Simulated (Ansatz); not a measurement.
# Dielectric function and optical constants of BaCa2As2 (model structure), part 3 of 3

Wanted: where BaCa2As2 (model structure) starts to absorb, how strongly, and its refractive index. The structure is a model built here, which may or may not match a known phase. It was built so: All Mg replaced by Ca and P replaced by As in the P-3m1 structure of BaMg2P2.

Ansatz 0.2.0; DFT, PBE, plane-wave PAW, default files, scalar-relativistic, independent-particle optical response without local fields.

So far, electronic dielectric constant ε∞, mean over x, y and z (by symmetry where fewer were run): step 4 (spectrum) 8.23.

## Step 5: Static response with local fields

Perturbation theory gives the static response with local fields and the functional's kernel, and it needs no empty bands.

This step: DFT, PBE, plane-wave PAW, default files, scalar-relativistic, static field response by perturbation theory with local fields (Ansatz 0.2.0).

Input file input.yaml:

```yaml
crystal:
  lattice:
    - [4.8898083771, 0.0, 0.0]
    - [-2.4449041885, 4.2346982742, 0.0]
    - [0.0, 0.0, 8.025184443]
  atoms:
    - { symbol: Ba, position: [0.0, 0.0, 0.0] }
    - { symbol: As, position: [0.3333333333, 0.6666666667, 0.2556711994] }
    - { symbol: As, position: [0.6666666667, 0.3333333333, 0.7443288006] }
    - { symbol: Ca, position: [0.3333333333, 0.6666666667, 0.6377072594] }
    - { symbol: Ca, position: [0.6666666667, 0.3333333333, 0.3622927406] }
kpoints:
  mp_grid: { grid: [5, 5, 3] }
scf:
  occupations: { method: fixed }
hamiltonian:
  xc: pbe
  pseudopotentials: { kind: paw }
dielectric: {}
```

On the command line:

```
ansatz run input.yaml --threads 4 --pin off --max-ram 8192MiB --backend cpu --events-out ev --progress --plain --runs-dir out
```

Numbers of over 12 decimals in the logs are rounded to 6 here.

Log:

```text
[...]
Crystal: 5 atoms, lattice volume = 166.176 Å³
Basis set: ecut = 420 eV, 3261 PW (Γ), exchange–correlation on 72×72×108 points (8 copies of the dense FFT grid, shifted against one another)
Bands: 36, of which v1, the nominal top of the filled ones, is band 30 counted from 1 (29 counted from 0)
Symmetry: 12 space group operations
k-points: 24 of 75 (irreducible under 2 space group operations, time reversal used)
[...]
SCF iter   1: F=—  HF=-19301.500508 eV  |F-HF|=—  |Δ(HF+E_count)|=         —  Δρ=1.07e-3  dr2=1.03e-2  ethr=1.77e-3  ⟨swp⟩=5.0  Hψ=3067  notcnv=0  defer=84
[...]
SCF iter   9: F=-19301.499267 eV  HF=-19301.499267 eV  |F-HF|=3.27e-11  |Δ(HF+E_count)|=   1.25e-9  Δρ=1.20e-7  dr2=4.63e-11  ethr=1.00e-12  ⟨swp⟩=11.5  Hψ=4363  notcnv=0
SCF 1 converged in 9 iterations: F = -19301.499267 eV  dr2 = 4.63e-11
[...]
DFPT response loops at Γ: preconditioner auto → Resta (q_TF=auto, 2.302 Å⁻¹)  ε∞=6.2 (no band partly filled); β = 1.00, the filter's whole step (`scf.mixing.beta` (0.50) is not read by the response loops at its default; to damp them type it under 1.00, their step now; it binds the ground state too); Broyden in place of MSR1
── the response to a field inside a basis, on 6×6×4 k-points: an SCF that follows is theirs, and a resumed run solves both again ──
Bands: 31, of which v1, the nominal top of the filled ones, is band 30 counted from 1 (29 counted from 0)
k-points: 42 of 144 (irreducible under 4 space group operations)
[...]
Eigensolver: Dense (42 Hₖ)
SCF iter   1: F=—  HF=-19301.453469 eV  |F-HF|=—  |Δ(HF+E_count)|=         —  Δρ=1.44e-4  dr2=2.70e-5  ethr=1.00e-1
[...]
SCF iter   5: F=-19301.453483 eV  HF=-19301.453483 eV  |F-HF|=3.04e-9  |Δ(HF+E_count)|=   8.71e-8  Δρ=2.05e-6  dr2=1.78e-8  ethr=1.77e-10
SCF 1 converged in 5 iterations: F = -19301.453483 eV  dr2 = 1.78e-8
[...]
SCF converged after 9 iterations
Free energy (F): -19301.499267 eV
[...]
Internal energy: -19301.499267 eV  (E = F + TS)
E sigma→0 (E₀):  -19301.499267 eV
Fermi energy:    6.093210 eV
[...]
--- Band table (eV; the first three rows and the last of 24) ---
  k-point 0: bands = [... 26 lower, 5.5836, 5.8766, 5.8766, 6.0932, 7.9723, 8.6199, 8.6199, 9.2181, ... 2 higher]
  k-point 1: bands = [... 26 lower, 5.4958, 5.4958, 5.9829, 5.9829, 8.8619, 8.8619, 8.9157, 9.2502, ... 2 higher]
  k-point 2: bands = [... 26 lower, 5.3833, 5.6370, 5.8959, 5.9641, 8.2779, 8.7560, 8.8289, 9.2775, ... 2 higher]
  k-point 23: bands = [... 26 lower, 5.4914, 5.6767, 5.7571, 5.8885, 8.2601, 8.5200, 8.9096, 9.7144, ... 2 higher]
--- Dielectric response (ions clamped): 3 representative field directions + reference, inside a basis on a mesh of 144 k-points (Σ response iterations 18) ---
  ε∞ (high-frequency dielectric tensor):
        7.218629     0.000000     0.000000
        0.000000     7.218629     0.000000
        0.000000     0.000000     7.537585
  Born effective charges Z* (e; rows j = field, columns β = displacement):
    site 0:
         2.58434    0.00000    0.00000
         0.00000    2.58434   -0.00000
         0.00000   -0.00000    2.47385
    site 1:
        -3.08992   -0.00000   -0.00000
        -0.00000   -3.08992   -0.00000
        -0.00000   -0.00000   -3.10989
    site 2:
        -3.08992   -0.00000   -0.00000
        -0.00000   -3.08992   -0.00000
        -0.00000   -0.00000   -3.10989
    site 3:
         1.79775    0.00000    0.00000
         0.00000    1.79775    0.00000
         0.00000    0.00000    1.87297
    site 4:
         1.79775    0.00000    0.00000
         0.00000    1.79775    0.00000
         0.00000    0.00000    1.87297
  Z* charge neutrality: 1.149e-2 e pre-enforcement
  solved inside a basis spanned on kpoints, on 6×6×4 k-points, its susceptibility summed on 14×14×8: ε∞ is read to err by 2.9e-2, Z* by 3.1e-2 e (field_mesh: kpoints solves on kpoints); Z* is corrected for what the basis lacks
```

Wall time 48 s (4 threads of Intel Xeon Platinum 8488C (Sapphire Rapids), shared host); peak memory 1.1 GiB.

This step gave:

* electronic dielectric constant ε∞, mean over x, y and z (by symmetry where fewer were run): 7.325

ε∞ with local fields:

```
7.22 0.00 0.00
0.00 7.22 0.00
0.00 0.00 7.54
```

Diagonal elements. Born, by row:

```csv
atom,Z*xx (e),Z*yy (e),Z*zz (e)
Ba1,2.584,2.584,2.474
As2,-3.09,-3.09,-3.11
As3,-3.09,-3.09,-3.11
Ca4,1.798,1.798,1.873
Ca5,1.798,1.798,1.873
```

Mean Born charges are Ba +2.55, As -3.10 and Ca +1.82, against formal valences of +2, -3 and +2. That of Ba exceeds its valence by 27 %, the mark of charge moving along hybridised bonds as the atoms shift.

## Step 6: What came out

| Property | Result |
| --- | --- |
| gap on the path | 1.44 eV |
| least direct gap on the path | 1.51 eV |
| electronic dielectric constant ε∞, mean over x, y and z (by symmetry where fewer were run) (independent particles) | 8.23 |
| absorption onset, first axis (α over 10⁴ cm⁻¹, or the direct gap if that lies higher) | 1.55 eV |
| main peak of Im epsilon, first axis | 3.91 eV |
| centre of weight of the strongest loss peak in the window, first axis | 18.7 eV |
| photocurrent from vertical transitions in a film 500 nm thick on a perfect mirror (two passes), AM1.5G, no front reflection, all carriers collected | 27.1 mA/cm² |
| electronic dielectric constant ε∞, mean over x, y and z (by symmetry where fewer were run) (static response with local fields) | 7.32 |

What this shows: At this level (PBE, independent particles) BaCa2As2 has a mean ε∞ = 8.23 (7.32 with local fields) and n = 2.94 at 1550 nm (E ∥ x); absorption sets in near 1.6 eV, and Im ε peaks at 3.9 eV (E ∥ x). The cell shrank by 6.2 % in volume. The gap is indirect (1.44 eV), so absorption without phonons can begin only at the direct gap of 1.51 eV. Lines 0.15 eV wide carry a tail of absorption under the direct gap, past the threshold already at 1.43 eV. Absorption passes 10⁴ cm⁻¹ from the direct gap on, 1.55 eV, in the infrared, so it absorbs across the visible. The strongest loss structure up to 22 eV has its centre of weight at 18.7 eV; a free-electron gas of the 35.8 electrons in the f-sum would put its plasmon at 17.2 eV. The first strong peak, at 3.23 eV, fits the third-highest filled and the second-lowest empty band, which run nearly parallel at that distance over 100 % of K–H; the match rests on energies alone. In reflection the computed colour is grey: x = 0.307, y = 0.320, luminous reflectivity 34 %. In the base spectrum excitons and phonon-assisted transitions are missing, and so are local fields; PBE gaps are as a rule too small, which pulls the onset down and ε∞ up. In the base run ε includes the program's bounded estimate of what the bands above those summed add. Spin-orbit coupling is left out although heavy atoms are present.

[Logs are printed without paths, hosts, clocks, repeated set-up lines and the standing remarks that a program may print on its own settings, such as how far it seeks lower states.]

[Hosts, paths, dates, database ids (printed as entryN), source tags and the programs' standing remarks are cut or masked in the printed files.]
